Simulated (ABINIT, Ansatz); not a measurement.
# TlBr3 (Pm-3m): zone-centre phonons

Wanted: the vibrations of TlBr3 (Pm-3m) at Γ, by two programs.

Calculated with ABINIT 10.8.3; DFT LDA, scalar-relativistic, plane waves, HGH norm-conserving pseudopotentials.

The structure was built from a prototype and need not be the compound's stable phase.

## Step 1: The starting structure

The structure is cubic, space group Pm-3m (No. 221). Conventional cell: a = 5.444 Å, b = 5.444 Å, c = 5.444 Å, α = 90.00°, β = 90.00°, γ = 90.00°. Nearest to Tl lie 6 Br at 2.72 Å. Br has 2 Tl at 2.72 Å nearest. Farther neighbours and most contacts between anions are not listed.

## Step 2: Relaxing the cell and atoms

The harmonic expansion needs vanishing forces, and a free crystal bears no stress, so cell and atoms are brought to rest. Stress is more sensitive to the basis than forces are: the last 3 Ha under the cutoff are smoothed with ecutsm, and the cutoff is raised above that of the later runs.

The starting cell comes from a relaxation made beforehand in Ansatz (LDA, PseudoDojo NC).

relax.abi reads:

```
# relaxation
ionmov 2
optcell 2
dilatmx 1.08
ntime 40
tolmxf 1.0d-05
tolvrs 1.0d-14
prtwf 0
prtden 0
chksymtnons 0

# basis, mesh and filling
ecut 26.0
ecutsm 3.0
ixc 7
ngkpt 6 6 6
nshiftk 1
shiftk 0.0 0.0 0.0
istwfk *1
occopt 7
tsmear 0.01
nband 19
nstep 100
diemac 1000000.0
prtebands 0
prtgsr 0

# cell and atoms
acell 10.28702886 10.28702886 10.28702886
rprim 
    1.0 0.0 0.0
    0.0 1.0 0.0
    0.0 0.0 1.0
ntypat 2
znucl 81 35
natom 4
typat 1 2 2 2
xred 
    0.0 0.0 0.0
    0.5 0.0 0.0
    0.0 0.5 0.0
    0.0 0.0 0.5
pp_dirpath "./pseudo"
pseudos "Tl.hgh, Br.hgh"
```

The run is started by

```console
OMP_NUM_THREADS=1 mpirun -n 4 abinit relax.abi > relax.log
```

Numbers of over 12 decimals in the logs are rounded to 6 here.

relax.abo, the main output file:

```text
[banners, grids, parts of the stress and lines that vanish by symmetry left out]
- input  file    -> relax.abi
- output file    -> relax.abo
- root for input  files -> relaxi
[...]
Symmetries : space group Pm -3 m (#221); Bravais cP (primitive cubic)
[...]
mpw =        8724          nfft =      157464          nkpt =          20
[...]
== DATASET  1 ==================================================================
[...]
cutoff_energies: {ecut:  26.0, pawecutdg:  -1.0, }
[...]
Exchange-correlation functional for the present dataset will be:
  LDA: Perdew-Wang 92 LSD fit to Ceperley-Alder data - ixc=7
[...]
ETOT  1  -42.469416760206    -4.247E+01 2.114E-02 1.043E+03
 ETOT  2  -42.639776664419    -1.704E-01 6.533E-03 1.827E+02
 ETOT  3  -42.649336772187    -9.560E-03 1.477E-03 5.731E+01
 ETOT  4  -42.650986368267    -1.650E-03 3.302E-03 4.731E+00
 ETOT  5  -42.651092480860    -1.061E-04 8.073E-05 2.072E-01
[...]
At SCF step   13       vres2   =  2.35E-15 < tolvrs=  1.00E-14 =>converged.
[...]
sigma(1 1)=  6.17120763E-05  sigma(3 2)=  0.00000000E+00
  sigma(2 2)=  6.17120763E-05  sigma(3 1)=  0.00000000E+00
  sigma(3 3)=  6.17120763E-05  sigma(2 1)=  0.00000000E+00
[...]
convergence: {deltae: -3.340E-13, res2:  2.353E-15, residm:  5.301E-05, diffor: null, }
etotal    :  -4.26510962E+01
[...]
ETOT  1  -42.651350619452    -4.265E+01 2.082E-03 1.471E+00
[...]
At SCF step   11       vres2   =  9.99E-16 < tolvrs=  1.00E-14 =>converged.
[...]
sigma(1 1)=  5.77040895E-05  sigma(3 2)=  0.00000000E+00
  sigma(2 2)=  5.77040895E-05  sigma(3 1)=  0.00000000E+00
  sigma(3 3)=  5.77040895E-05  sigma(2 1)=  0.00000000E+00
[...]
convergence: {deltae: -3.695E-13, res2:  9.986E-16, residm:  7.769E-06, diffor: null, }
etotal    :  -4.26514567E+01
[...]
ETOT  1  -42.637690914818    -4.264E+01 4.286E+00 2.474E+02
[...]
At SCF step   12       vres2   =  3.46E-15 < tolvrs=  1.00E-14 =>converged.
[...]
sigma(1 1)= -1.03830287E-05  sigma(3 2)=  0.00000000E+00
  sigma(2 2)= -1.03830287E-05  sigma(3 1)=  0.00000000E+00
  sigma(3 3)= -1.03830287E-05  sigma(2 1)=  0.00000000E+00
[...]
convergence: {deltae:  1.897E-12, res2:  3.458E-15, residm:  7.424E-07, diffor: null, }
etotal    :  -4.26535136E+01
[...]
ETOT  1  -42.653179626537    -4.265E+01 2.174E-06 5.668E+00
[...]
At SCF step   11       vres2   =  7.73E-16 < tolvrs=  1.00E-14 =>converged.
[...]
sigma(1 1)=  1.23105553E-06  sigma(3 2)=  0.00000000E+00
  sigma(2 2)=  1.23105553E-06  sigma(3 1)=  0.00000000E+00
  sigma(3 3)=  1.23105553E-06  sigma(2 1)=  0.00000000E+00
[...]
convergence: {deltae:  1.428E-12, res2:  7.727E-16, residm:  1.431E-09, diffor: null, }
etotal    :  -4.26535628E+01
[...]
ETOT  1  -42.653559262129    -4.265E+01 1.871E-05 6.385E-02
[...]
ETOT  9  -42.653563541399    -7.034E-13 5.955E-12 8.780E-14
 ETOT 10  -42.653563541399    -5.116E-13 1.090E-11 4.971E-16
 At SCF step   10       vres2   =  4.97E-16 < tolvrs=  1.00E-14 =>converged.
[...]
sigma(1 1)=  2.11180301E-08  sigma(3 2)=  0.00000000E+00
  sigma(2 2)=  2.11180301E-08  sigma(3 1)=  0.00000000E+00
  sigma(3 3)=  2.11180301E-08  sigma(2 1)=  0.00000000E+00
[...]
convergence: {deltae: -5.116E-13, res2:  4.971E-16, residm:  1.090E-11, diffor: null, }
etotal    :  -4.26535635E+01
[...]
At Broyd/MD step   5, gradients are converged :
[...]
sigma(1 1)=  2.11180301E-08  sigma(3 2)=  0.00000000E+00
  sigma(2 2)=  2.11180301E-08  sigma(3 1)=  0.00000000E+00
  sigma(3 3)=  2.11180301E-08  sigma(2 1)=  0.00000000E+00
[...]
- sigma(1 1)=  6.21313897E-04  sigma(3 2)=  0.00000000E+00
- sigma(2 2)=  6.21313897E-04  sigma(3 1)=  0.00000000E+00
- sigma(3 3)=  6.21313897E-04  sigma(2 1)=  0.00000000E+00
[...]
fcart     -0.0000000000E+00 -0.0000000000E+00 -0.0000000000E+00
           strten      2.1118030120E-08  2.1118030120E-08  2.1118030119E-08
================================================================================

[key lines of the parts left out:]
pressure_GPa:  -6.2131E-04
Total energy (etotal) [Ha]= -4.26535635413991E+01
```

Run time: 2.6 min. Hardware: 4 MPI ranks of Arm Neoverse V1, shared host; 10 min of CPU time.

The steps of the relaxation:

| step | energy less that of the first step (eV) | largest force (eV/Å) | volume (Å³) |
| --- | --- | --- | --- |
| 1 | 0.0000 | 0.0000 | 161.31 |
| 2 | -0.0098 | 0.0000 | 160.42 |
| 3 | -0.0658 | 0.0000 | 148.87 |
| 4 | -0.0671 | 0.0000 | 150.49 |
| 5 | -0.0671 | 0.0000 | 150.32 |

| conventional cell, symmetrised | before | after | change |
| --- | --- | --- | --- |
| a (Å) | 5.444 | 5.317 | -2.3 % |
| b (Å) | 5.444 | 5.317 | -2.3 % |
| c (Å) | 5.444 | 5.317 | -2.3 % |
| volume (Å³/atom) | 40.33 | 37.58 | -6.8 % |

Final coordinates:

```xyz
4
Lattice="5.3170 0.0000 0.0000 0.0000 5.3170 0.0000 0.0000 0.0000 5.3170" Properties=species:S:1:pos:R:3 pbc="T T T"
Tl    0.0000    0.0000    0.0000
Br    2.6585    0.0000    0.0000
Br    0.0000    2.6585    0.0000
Br    0.0000    0.0000    2.6585
```

Read from the output:

```
volume per atom   : 37.58 Å³
pressure          : -6.21e-4 GPa
gap on the k-mesh : 0 eV
```

The volume changes by -6.8 % from the cell with which this run began.

## Step 3: Ground state

First-order wavefunctions inherit every error of the ground state, hence the very tight tolvrs. Occupations are smeared.

gs.abi reads:

```
# ground state
tolvrs 1.0d-16
prtden 1
prtwf 1

# basis, mesh and filling
ecut 20.0
ixc 7
ngkpt 6 6 6
nshiftk 1
shiftk 0.0 0.0 0.0
istwfk *1
occopt 7
tsmear 0.01
nband 19
nstep 100
diemac 1000000.0
prtebands 0
prtgsr 0

# cell and atoms
acell 10.04772889 10.04772889 10.04772889
rprim 
    1.0 0.0 0.0
    0.0 1.0 0.0
    0.0 0.0 1.0
ntypat 2
znucl 81 35
natom 4
typat 1 2 2 2
xred 
    0.0 0.0 0.0
    0.5 0.0 0.0
    0.0 0.5 0.0
    0.0 0.0 0.5
pp_dirpath "./pseudo"
pseudos "Tl.hgh, Br.hgh"
```

The run is started by

```console
OMP_NUM_THREADS=1 mpirun -n 4 abinit gs.abi > gs.log
```

gs.abo, the main output file:

```text
[banners, grids, parts of the stress and lines that vanish by symmetry left out]
- input  file    -> gs.abi
- output file    -> gs.abo
- root for input  files -> gsi
[...]
Symmetries : space group Pm -3 m (#221); Bravais cP (primitive cubic)
[...]
mpw =        4385          nfft =       91125          nkpt =          20
[...]
== DATASET  1 ==================================================================
[...]
cutoff_energies: {ecut:  20.0, pawecutdg:  -1.0, }
[...]
Exchange-correlation functional for the present dataset will be:
  LDA: Perdew-Wang 92 LSD fit to Ceperley-Alder data - ixc=7
[...]
ETOT  1  -42.472774539501    -4.247E+01 2.141E-02 6.105E+02
 ETOT  2  -42.632193142241    -1.594E-01 8.520E-04 1.021E+02
 ETOT  3  -42.639643843851    -7.451E-03 1.086E-03 3.413E+01
 ETOT  4  -42.641362395915    -1.719E-03 6.305E-04 1.914E+00
 ETOT  5  -42.641423124489    -6.073E-05 2.077E-04 1.104E-01
[...]
ETOT 13  -42.641426718142    -6.608E-13 2.092E-06 2.774E-16
 ETOT 14  -42.641426718143    -9.237E-13 1.014E-06 1.625E-17
 At SCF step   14       vres2   =  1.63E-17 < tolvrs=  1.00E-16 =>converged.
[...]
sigma(1 1)=  5.80761100E-05  sigma(3 2)=  0.00000000E+00
  sigma(2 2)=  5.80761100E-05  sigma(3 1)=  0.00000000E+00
  sigma(3 3)=  5.80761100E-05  sigma(2 1)=  0.00000000E+00
[...]
convergence: {deltae: -9.237E-13, res2:  1.625E-17, residm:  1.014E-06, diffor: null, }
etotal    :  -4.26414267E+01
[...]
sigma(1 1)=  5.80761100E-05  sigma(3 2)=  0.00000000E+00
  sigma(2 2)=  5.80761100E-05  sigma(3 1)=  0.00000000E+00
  sigma(3 3)=  5.80761100E-05  sigma(2 1)=  0.00000000E+00
[...]
- sigma(1 1)=  1.70865815E+00  sigma(3 2)=  0.00000000E+00
- sigma(2 2)=  1.70865815E+00  sigma(3 1)=  0.00000000E+00
- sigma(3 3)=  1.70865815E+00  sigma(2 1)=  0.00000000E+00
[...]
fcart     -0.0000000000E+00 -0.0000000000E+00 -0.0000000000E+00
           strten      5.8076110036E-05  5.8076110036E-05  5.8076110036E-05
================================================================================

[key lines of the parts left out:]
pressure_GPa:  -1.7087E+00
```

The job ended after 22 s (4 MPI ranks; 86 s of CPU time).

This step gave:

* pressure: -1.709 GPa

The cell stands at -1.7 GPa: the relaxation ran with a smoothed and higher cutoff, and the difference is a stress of the finite basis.

(Continued in part 2 of 4.)

[Host names and launcher messages were left out of these logs when they were recorded.]

[Logs are printed without paths, hosts, clocks, repeated set-up lines and the standing remarks that a program may print on its own settings, such as how far it seeks lower states.]

[Hosts, paths, dates, database ids (printed as entryN), source tags and the programs' standing remarks are cut or masked in the printed files.]
